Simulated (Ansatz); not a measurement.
# Stack of W2NS2 MXene under honeycomb AsN, shifted by two thirds of the diagonal in a perpendicular field

What dipole does a perpendicular field induce in the stack of W2NS2 MXene under honeycomb AsN, shifted by two thirds of the diagonal? A positive field points along +c.

Calculated with Ansatz 0.2.0; plane-wave DFT, RPBE-D3(BJ), Ansatz PAW.

Report form: the programs' logs are mostly left out.

## 1. The starting structure

The cell holds 7 atoms: 2 S, 2 W, 2 N and 1 As. Cell: a = 3.017 Å, b = 3.017 Å, c = 28.047 Å, α = 90.0°, β = 90.0°, γ = 120.0°. Regions: layer 1: W2NS2 MXene, 5 atoms (2 S, 2 W and 1 N); layer 2: honeycomb AsN, 2 atoms (1 N and 1 As). Vacuum lies along c.

## 2. Relaxing the slab

The starting cell is a guess, so the in-plane lattice and the atoms are relaxed first, with the slab cut off from its images along the normal. The program lengthens the vector along the normal by itself, so c and the volume that it reports differ from the typed ones.

input.yaml

```yaml
crystal:
  lattice:
    - [3.016954, 0.0, 0.0]
    - [-1.508477, 2.612758806, 0.0]
    - [0.0, 0.0, 28.047209697]
  atoms:
    - { symbol: S, position: [0.3333333333, 0.6666666667, 0.3208875356] }
    - { symbol: W, position: [0.6666666667, 0.3333333333, 0.3844808176] }
    - { symbol: "N", position: [0.0, 0.0, 0.4274437628] }
    - { symbol: W, position: [0.3333333333, 0.6666666667, 0.470406708] }
    - { symbol: S, position: [0.6666666667, 0.3333333333, 0.53399999] }
    - { symbol: "N", position: [0.3333333333, 0.6666666667, 0.6445279189] }
    - { symbol: As, position: [0.0, 0.0, 0.6791124644] }
  periodic: [true, true, false]
kpoints:
  mp_grid: { grid: [12, 12, 1] }
hamiltonian:
  xc: rpbe
  dispersion: d3bj
scf:
  occupations: { method: fermi_dirac, width: 0.05 }
  convergence: { dr2_threshold: 1.0e-09 }
relax:
  f_tol: 0.004
  max_steps: 90
  cell: {}
output:
  write_potential: true
  write_density: true
  volumetric_format: npy
```

The run is started by

```bash
ansatz run input.yaml --threads 2 --pin off --max-ram 3072MiB --backend cpu --events-out ev --progress --plain --runs-dir out
```

It took 7.3 min on 2 threads of Arm Neoverse N1, shared host; peak memory 0.67 GiB; 11 min of CPU time.

This run has no spin polarisation although its electron count is odd.

Step by step:

| step | energy less that of the first step (eV) | largest force component (eV/Å) | volume (Å³) |
| --- | --- | --- | --- |
| 1 | 0.0000 | 3.0703 | 346.00 |
| 2 | -0.8027 | 1.4889 | 317.78 |
| 3 | -1.0131 | 0.4225 | 313.54 |
| 4 | -1.0230 | 0.0640 | 313.05 |
| 5 | -1.0239 | 0.0277 | 311.69 |
| 6 | -1.0239 | 0.0041 | 312.29 |
| 7 | -1.0239 | 0.0015 | 312.27 |
| 8* | -1.0166 | 0.0016 | 312.27 |
| 9 | -1.0167 | 0.0006 | 312.06 |
| 10* | -1.0166 | 0.0006 | 312.06 |

Relaxation steps marked * repeat the geometry before them on a plane-wave basis chosen anew for their cell, so energy and pressure can jump there.

The run keeps the 6 symmetry operations that it works with, so distortions that break them were not tested.

| cell as run | before | after | change |
| --- | --- | --- | --- |
| a (Å) | 3.017 | 2.865 | -5.0 % |
| b (Å) | 3.017 | 2.865 | -5.0 % |

The atoms that moved most (Å, along periodic axes as changes of fractional coordinates times the final cell, across vacuum about the mean position):

| atom | dx | dy | dz | length |
| --- | --- | --- | --- | --- |
| W4 | 0.000 | 0.000 | 0.277 | 0.277 |
| N6 | 0.000 | 0.000 | -0.253 | 0.253 |
| As7 | 0.000 | 0.000 | -0.242 | 0.242 |
| S5 | 0.000 | 0.000 | 0.188 | 0.188 |
| N3 | 0.000 | 0.000 | 0.101 | 0.101 |
| W2 | 0.000 | 0.000 | -0.079 | 0.079 |
| S1 | 0.000 | 0.000 | 0.007 | 0.007 |

This step gave:

* energy at zero smearing: -28252.5440 eV

The lattice constant a goes from 3.017 to 2.865 Å.

## 3. Single point, field 0

A sawtooth potential applies the field, turning back in the middle of the vacuum. With the dipole correction the typed value is the field outside the slab. The induced dipole is small, so the SCF threshold is tight.

The cell differs from the one that the last finished run ended in (c 43.894 → 27.798 Å).

input.yaml

```yaml
crystal:
  lattice:
    - [2.8651613582, 0.0, 0.0]
    - [-1.4325806791, 2.4813025221, 0.0]
    - [0.0, 0.0, 27.797929356]
  atoms:
    - { symbol: S, position: [0.3333333333, 0.6666666667, 0.3237651224] }
    - { symbol: W, position: [0.6666666667, 0.3333333333, 0.3848287799] }
    - { symbol: "N", position: [0.0, 0.0, 0.4346259826] }
    - { symbol: W, position: [0.3333333333, 0.6666666667, 0.4843299619] }
    - { symbol: S, position: [0.6666666667, 0.3333333333, 0.545290009] }
    - { symbol: "N", position: [0.3333333333, 0.6666666667, 0.6409446248] }
    - { symbol: As, position: [0.0, 0.0, 0.6762348776] }
kpoints:
  mp_grid: { grid: [18, 18, 1] }
  band_path:
    path: [[0, 0, 0], [0.5, 0, 0], [0.33333333, 0.33333333, 0], [0, 0, 0]]
    npoints: 16
hamiltonian:
  xc: rpbe
  dispersion: d3bj
scf:
  occupations: { method: fermi_dirac, width: 0.05 }
  convergence: { dr2_threshold: 1.0e-10 }
efield:
  axis: 3
  dipole_correction: true
  ramp_position: 0.97
  ramp_width: 0.06
  amplitude: 0
output:
  dos: { projected: true, e_range: [-6, 5] }
  bader: true
  write_potential: true
  write_density: true
  volumetric_format: npy
  elf: true
```

Wall time 2.1 min (2 threads); peak memory 0.62 GiB.

Numbers from this step:

```
energy at zero smearing        : -28252.5292 eV
work function, upper face      : 3.656 eV
work function, lower face      : 4.676 eV
dipole along the normal        : 0.04007 e·Å
step between the vacuum levels : -1.020 eV
```

Running mean over a fixed 2.8 Å (it still follows the layers) of the planar mean; the ramp of the sawtooth is left out. The electron's electrostatic potential energy less the Fermi level by z:

z (Å), electron's electrostatic potential energy less the Fermi level (eV) and a bar from the least value:
```
        4        4.7 ##############################
        5        4.7 ##############################
        6        4.6 ##############################
        7        3.7 ############################
        8       -1.6 ####################
        9       -7.3 ###########
       10      -14.3 
       11      -14.3 
       12      -14.5 
       13      -14.4 
       14      -14.3 
       15       -8.7 #########
       16       -3.0 ##################
       17       -3.2 ##################
       18       -6.2 #############
       19       -6.6 ############
       20       -1.1 #####################
       21        2.7 ###########################
       22        3.6 ############################
       23        3.7 ############################
       24        3.7 ############################
```

The density of states has structure finer than the step of the table below, so its rows give means over 0.2 eV, whole bins alone (the curve runs from -6 to 1.99 eV). Peaks (eV: height): -5.64: 10.3, -5.31: 6.24, -4.40: 5.82, -3.22: 6.15, -2.66: 7.57, -1.78: 10.2, -0.24: 7.44.

The density of states by energy, zero at the Fermi level; means over each step:

| energy (eV) | density of states (states/eV a cell) |
| --- | --- |
| -5.8 | 4.35 |
| -5.6 | 6.90 |
| -5.4 | 3.30 |
| -5.2 | 4.36 |
| -5.0 | 2.95 |
| -4.8 | 3.14 |
| -4.6 | 2.00 |
| -4.4 | 3.33 |
| -4.2 | 2.96 |
| -4.0 | 3.79 |
| -3.8 | 2.86 |
| -3.6 | 3.82 |
| -3.4 | 2.74 |
| -3.2 | 4.05 |
| -3.0 | 3.34 |
| -2.8 | 3.20 |
| -2.6 | 3.36 |
| -2.4 | 3.15 |
| -2.2 | 2.34 |
| -2.0 | 2.71 |
| -1.8 | 5.94 |
| -1.6 | 2.88 |
| -1.4 | 2.33 |
| -1.2 | 2.54 |
| -1.0 | 1.81 |
| -0.8 | 1.26 |
| -0.6 | 1.45 |
| -0.4 | 1.65 |
| -0.2 | 3.08 |
| 0.0 | 2.24 |
| 0.2 | 2.95 |
| 0.4 | 2.84 |
| 0.6 | 3.19 |
| 0.8 | 3.71 |
| 1.0 | 2.79 |
| 1.2 | 2.56 |
| 1.4 | 2.48 |
| 1.6 | 2.58 |
| 1.8 | 2.32 |

Projected DOS per atom over height of the atomic layer and energy from the Fermi level. Layers: S W N W S N As from below.

Values in states/eV, 22 rows by 7 columns, each cell a mean:
```
0.13 0.62 0.07 0.63 0.13 0.19 0.32
0.16 0.65 0.10 0.66 0.16 0.27 0.37
0.20 0.64 0.17 0.61 0.19 0.30 0.34
0.30 0.86 0.26 0.82 0.28 0.47 0.46
0.17 0.64 0.19 0.67 0.18 0.45 0.46
0.20 0.65 0.23 0.66 0.20 0.18 0.17
0.26 0.75 0.29 0.74 0.25 0.01 0.01
0.14 0.41 0.19 0.44 0.15 0.01 0.01
0.23 0.57 0.20 0.67 0.26 0.05 0.02
0.32 0.63 0.27 0.70 0.37 0.08 0.03
0.98 1.01 0.54 0.77 1.01 0.28 0.11
0.30 0.44 0.12 0.45 0.36 0.57 0.27
0.45 0.48 0.04 0.53 0.37 0.82 0.53
0.58 0.50 0.06 0.47 0.58 0.58 0.59
0.63 0.44 0.07 0.47 0.63 0.52 0.60
1.00 0.45 0.12 0.47 0.79 0.38 0.13
0.89 0.34 0.23 0.35 0.97 0.39 0.16
0.77 0.39 0.12 0.39 0.74 0.37 0.13
0.37 0.26 0.10 0.40 0.61 0.63 0.27
0.76 0.61 0.19 0.41 0.43 0.72 0.34
0.64 0.81 0.78 0.87 0.61 0.94 0.45
0.43 0.66 0.92 0.75 0.61 0.72 0.41
```
Columns: height of the atomic layer (Å) from 9 to 18.8 (not evenly spaced); rows upwards: energy from the Fermi level (eV) from -5.96 to 1.96.

Electronic bands along the path, in eV, zero at the Fermi level:

| point | band 29 | band 30 | band 31 | band 32 | band 33 | band 34 | band 35 | band 36 |
| --- | --- | --- | --- | --- | --- | --- | --- | --- |
| Γ | -2.01 | -0.77 | -0.49 | -0.49 | -0.41 | -0.41 | 0.48 | 0.48 |
| halfway | -2.35 | -2.22 | -1.72 | -1.53 | -0.15 | 0.47 | 0.96 | 1.60 |
| M | -3.14 | -2.78 | -2.35 | -1.69 | -0.03 | 2.24 | 3.17 | 3.18 |
| halfway | -3.81 | -3.28 | -1.94 | -0.78 | 0.66 | 1.44 | 1.69 | 2.43 |
| K | -4.43 | -3.36 | -0.45 | 0.09 | 0.20 | 0.52 | 0.62 | 2.09 |
| halfway | -2.95 | -2.35 | -1.61 | -1.38 | -0.32 | 0.52 | 1.87 | 2.10 |
| Γ | -2.01 | -0.77 | -0.49 | -0.49 | -0.41 | -0.41 | 0.48 | 0.48 |

Electrostatic potential energy in the ca plane at fractional y = 0.667, with atoms of S and W and N within 0.2 Å of it. With pseudopotentials it is smooth inside the atoms' cores, unlike the true potential.

Ten even steps from '0' (-45 eV) to '9' (10 eV), each cell a mean:
```
99999999999999999999987544688888788866899999
99999999999999999999987544688888888866899999
99999999999999999987778766788875467888899999
99999999999999999853247878888741015889999985
99999999999999999733326888998610003799999971
99999999999999999733326888998610003799999960
99999999999999999852247888888730015889999984
99999999999999999986678766788875457888999999
```
Columns run along c (16.0 Å, from fractional 0.07 to 0.64 of the cell; values clipped at the 3rd and 97th percentile), rows up along a (2.9 Å). Atoms in or near the plane, at fractional coordinates: S at (0.32, 0.33), W at (0.48, 0.33), N at (0.64, 0.33).

Valence density in the ca plane at fractional y = 0.667, with atoms of S and W and N within 0.2 Å of it. It is the smooth field of the valence electrons, not physical close to the nuclei.

Values in e/Å³, 5 rows by 16 columns, each cell a mean:
```
0.0 0.0 0.0 0.0 0.0 0.0 0.1 0.3 0.8 0.9 0.6 0.4 0.5 0.7 0.2 0.1
0.0 0.0 0.0 0.0 0.0 0.0 0.2 0.6 0.6 0.6 0.5 0.9 0.6 0.5 0.1 0.2
0.0 0.0 0.0 0.0 0.0 0.0 0.7 1.0 0.5 0.3 0.4 3.9 2.0 0.3 0.1 1.2
0.0 0.0 0.0 0.0 0.0 0.0 0.8 0.8 0.5 0.2 0.4 4.3 2.5 0.2 0.1 1.6
0.0 0.0 0.0 0.0 0.0 0.0 0.4 0.8 0.6 0.4 0.4 1.7 0.9 0.4 0.1 0.4
```
Columns run along c (16.0 Å, from fractional 0.07 to 0.64 of the cell), rows up along a (2.9 Å). Atoms in or near the plane, at fractional coordinates: S at (0.32, 0.33), W at (0.48, 0.33), N at (0.64, 0.33).

ELF in the ca plane at fractional y = 0.667, with atoms of S and W and N within 0.2 Å of it. It is the smooth field of the valence electrons, not physical close to the nuclei.

Ten even steps from '0' (0.00) to '9' (0.90), each cell a mean:
```
34325763233578886100134567874100000000000000
35325763233578886100134567874200000000000000
23224532343367774014666556642100000000000000
33222224776345431058888533210000000000000000
44321137537422100179737521000000000000000000
44321137427422100179626521000000000000000000
33322225776334320059888532210000000000000000
23224532443367763015776555542000000000000000
```
Columns run along c (16.0 Å, from fractional 0.37 to 0.95 of the cell), rows up along a (2.9 Å). Atoms in or near the plane, at fractional coordinates: W at (0.48, 0.33), N at (0.64, 0.33).

The work function of the upper face is 3.66 eV.

## 4. Atoms held, field 0.03 V/Å

Edit input.yaml of step 3 so:

```diff
@@ -29,6 +29,4 @@
   ramp_width: 0.06
-  amplitude: 0
+  amplitude: 0.03
 output:
-  dos: { projected: true, e_range: [-6, 5] }
-  bader: true
   write_potential: true
@@ -36,2 +34 @@
   volumetric_format: npy
-  elf: true
```

Run time: 2.5 min. Hardware: 2 threads; peak memory 0.6 GiB; 3.2 min of CPU time.

The dipole is 0.0545 e·Å, 0.0144 e·Å from its value without field.

## 5. Single point, field -0.03 V/Å

Edit input.yaml of step 4 so:

```diff
@@ -29,3 +29,3 @@
   ramp_width: 0.06
-  amplitude: 0.03
+  amplitude: -0.03
 output:
```

Wall time 2.4 min (2 threads); peak memory 0.6 GiB.

The dipole is 0.0256 e·Å, -0.0145 e·Å from its value without field.

## 6. Single point, field 0.15 V/Å

Edit input.yaml of step 5 so:

```diff
@@ -29,3 +29,3 @@
   ramp_width: 0.06
-  amplitude: -0.03
+  amplitude: 0.15
 output:
```

Elapsed: 3.2 min, on 2 threads; peak memory 0.6 GiB; 3.3 min of CPU time.

The dipole is 0.112 e·Å, 0.0721 e·Å from its value without field.

## 7. Atoms held, field 0.25 V/Å

Edit input.yaml of step 6 so:

```diff
@@ -29,3 +29,3 @@
   ramp_width: 0.06
-  amplitude: 0.15
+  amplitude: 0.25
 output:
```

The job ended after 3.5 min (2 threads; peak memory 0.6 GiB; 3.4 min of CPU time).

The dipole is 0.160 e·Å, 0.120 e·Å from its value without field.

## 8. Single point, field -0.25 V/Å

Edit input.yaml of step 7 so:

```diff
@@ -29,4 +29,6 @@
   ramp_width: 0.06
-  amplitude: 0.25
+  amplitude: -0.25
 output:
+  dos: { projected: true, e_range: [-6, 5] }
+  bader: true
   write_potential: true
@@ -34 +36,2 @@
   volumetric_format: npy
+  elf: true
```

Wall time 4.4 min (2 threads); peak memory 0.6 GiB; 5 min of CPU time.

The dipole is -0.0804 e·Å, -0.120 e·Å from its value without field.

## 9. Response, atoms held

This step: plane-wave DFT, RPBE-D3(BJ), Ansatz PAW; response to a field along the normal, atoms held (Ansatz 0.2.0).

The dipoles give the slope, and the difference of two potentials shows where the field is screened.

Numbers from this step:

| Property | Result |
| --- | --- |
| equivalent conductor thickness p/(ε₀AE) | 12.25 Å |
| distance between the outer atoms | 9.798 Å |

Dipole of the cell against applied field:

| applied field (V/Å) | dipole of the cell (e·Å) |
| --- | --- |
| -0.250 | -0.0804 |
| -0.030 | 0.0256 |
| 0.000 | 0.0401 |
| 0.030 | 0.0545 |
| 0.150 | 0.112 |
| 0.250 | 0.160 |

Local field over the applied field, running mean. From the potentials at -0.03 and 0.03 V/Å; running mean over 2.5 Å. Local field over applied field against z:

z (Å), local field over applied field and a bar from the least value:
```
      4.5      0.999 ##############################
      5.0      0.996 ##############################
      5.5      0.988 ##############################
      6.0      0.967 #############################
      6.5      0.915 ###########################
      7.0      0.806 ########################
      7.5      0.647 ###################
      8.0      0.468 ##############
      8.5      0.288 #########
      9.0      0.147 ####
      9.5      0.068 ##
     10.0      0.028 #
     10.5      0.015 
     11.0      0.017 #
     11.5      0.009 
     12.0     -0.001 
     12.5      0.001 
     13.0      0.002 
     13.5      0.001 
     14.0      0.001 
     14.5      0.002 
     15.0      0.005 
     15.5      0.011 
     16.0      0.018 #
     16.5      0.019 #
     17.0      0.011 
     17.5      0.011 
     18.0      0.020 #
     18.5      0.044 #
     19.0      0.122 ####
     19.5      0.265 ########
     20.0      0.432 #############
     20.5      0.604 ##################
     21.0      0.769 #######################
     21.5      0.888 ###########################
     22.0      0.952 #############################
     22.5      0.980 #############################
     23.0      0.992 ##############################
     23.5      0.997 ##############################
```

Electrons, planar mean, per unit field. Table of induced electron density by z:

| z (Å) | induced electron density (e/Å³ per V/Å) |
| --- | --- |
| 4.5 | 5.4e-6 |
| 5.0 | 1.7e-5 |
| 5.5 | 5.3e-5 |
| 6.0 | 1.6e-4 |
| 6.5 | 4.2e-4 |
| 7.0 | 0.00105 |
| 7.5 | 0.00249 |
| 8.0 | 0.00374 |
| 8.5 | 0.00185 |
| 9.0 | 0.00115 |
| 9.5 | 2.1e-4 |
| 10.0 | -0.00103 |
| 10.5 | 7.9e-4 |
| 11.0 | 2.1e-4 |
| 11.5 | -1.8e-4 |
| 12.0 | 5.3e-5 |
| 12.5 | -3.2e-5 |
| 13.0 | 8.4e-5 |
| 13.5 | -1.3e-4 |
| 14.0 | 6.0e-5 |
| 14.5 | 4.4e-5 |
| 15.0 | -6.7e-5 |
| 15.5 | -4.6e-5 |
| 16.0 | -2.1e-4 |
| 16.5 | -1.3e-4 |
| 17.0 | 1.4e-4 |
| 17.5 | 5.5e-4 |
| 18.0 | -1.5e-4 |
| 18.5 | -7.0e-4 |
| 19.0 | -6.0e-4 |
| 19.5 | -0.00144 |
| 20.0 | -0.00360 |
| 20.5 | -0.00267 |
| 21.0 | -0.00127 |
| 21.5 | -5.7e-4 |
| 22.0 | -2.5e-4 |
| 22.5 | -9.9e-5 |
| 23.0 | -3.7e-5 |
| 23.5 | -1.3e-5 |

By hand: between -0.03 and 0.03 V/Å the dipole changes by 0.02888 e·Å, a slope of 0.4814 e·Å²/V. A perfect conductor of thickness t has p = ε₀AEt, so t = 180.95 × 0.4814 / 7.109 = 12.25 Å (e/ε₀ = 180.95 V·Å, A in Å²).

The induced dipole is that of a conductor 12.25 Å thick.

## 10. A changed input

This step: plane-wave DFT, RPBE-D3(BJ), Ansatz PAW (Ansatz 0.2.0).

A run with a changed input: it repeats the earlier run at 0.03 V/Å with efield.dipole_correction from true to false.

Edit input.yaml of step 8 so:

```diff
@@ -26,9 +26,7 @@
   axis: 3
-  dipole_correction: true
+  dipole_correction: false
   ramp_position: 0.97
   ramp_width: 0.06
-  amplitude: -0.25
+  amplitude: 0.03
 output:
-  dos: { projected: true, e_range: [-6, 5] }
-  bader: true
   write_potential: true
@@ -36,2 +34 @@
   volumetric_format: npy
-  elf: true
```

It took 2.4 min on 2 threads; peak memory 0.61 GiB.

| quantity | this run | earlier run | difference |
| --- | --- | --- | --- |
| dipole along the normal (e·Å) | 0.09738 | 0.05450 | 0.043 |

With the dipole correction off, the periodic images add a field of their own to the typed one.

It moves by +0.0429 e·Å.

These numbers are not those of the isolated slab.

## 11. A changed input

An input spoilt on purpose, to show how the run answers: it repeats the earlier run at 0.03 V/Å with efield.amplitude from 0.03 to 3.0, and scf.max_iter set to 50.

Edit input.yaml of step 10 so:

```diff
@@ -24,8 +24,9 @@
   convergence: { dr2_threshold: 1.0e-10 }
+  max_iter: 50
 efield:
   axis: 3
-  dipole_correction: false
+  dipole_correction: true
   ramp_position: 0.97
   ramp_width: 0.06
-  amplitude: 0.03
+  amplitude: 3.0
 output:
```

Elapsed: 2.9 min, on 2 threads; peak memory 0.6 GiB; 3 min of CPU time.

| quantity | this run | earlier run | difference |
| --- | --- | --- | --- |
| dipole along the normal (e·Å) | 1.441 | 0.05450 | 1.4 |

The applied field differs between the two, so the dipoles differ in any case.

In so strong a field the program warns of density in the ramp of the sawtooth; these numbers are not the system's.

## 12. Summary of results

```
gap without field                          : none
work function, upper face                  : 3.66 eV
step between the vacuum levels             : -1.02 eV
equivalent conductor thickness, atoms held : 12.3 Å
```

What this shows: The induced dipole equals that of a perfect conductor 12.25 Å thick, while the outer atoms lie 9.80 Å apart. The two faces differ: the vacuum level above lies 1.02 eV lower than the one below. There is no gap over 0.03 eV, with or without the field. The main runs have no spin polarisation; a magnetic state could lie lower and would change these results. Spin-orbit coupling is left out, which matters for the bands of elements this heavy. RPBE with D3(BJ) overbinds, and the relaxed cell is some per cent too small. The MXene's terminations sit over the metal atoms of its far layer; the site over carbon or nitrogen, which some compounds prefer, was not run. With this functional, D3(BJ) tends to leave the relaxed cell short of measured lattice constants, by some per cent.

[Logs are printed without paths, hosts, clocks, repeated set-up lines and the standing remarks that a program may print on its own settings, such as how far it seeks lower states.]

[Hosts, paths, dates, database ids (printed as entryN), source tags and the programs' standing remarks are cut or masked in the printed files.]

[Maps of the electrostatic potential energy from Ansatz leave out the sawtooth potential of an applied field or a dipole correction, so their vacuum need not be flat; planar profiles and work functions include it.]

[The density of states shown here was stored with 400 of the rows of the run's finer table, so its peaks can read low, often by over a quarter, or be missed, and its means over a window can be off by a tenth or more.]
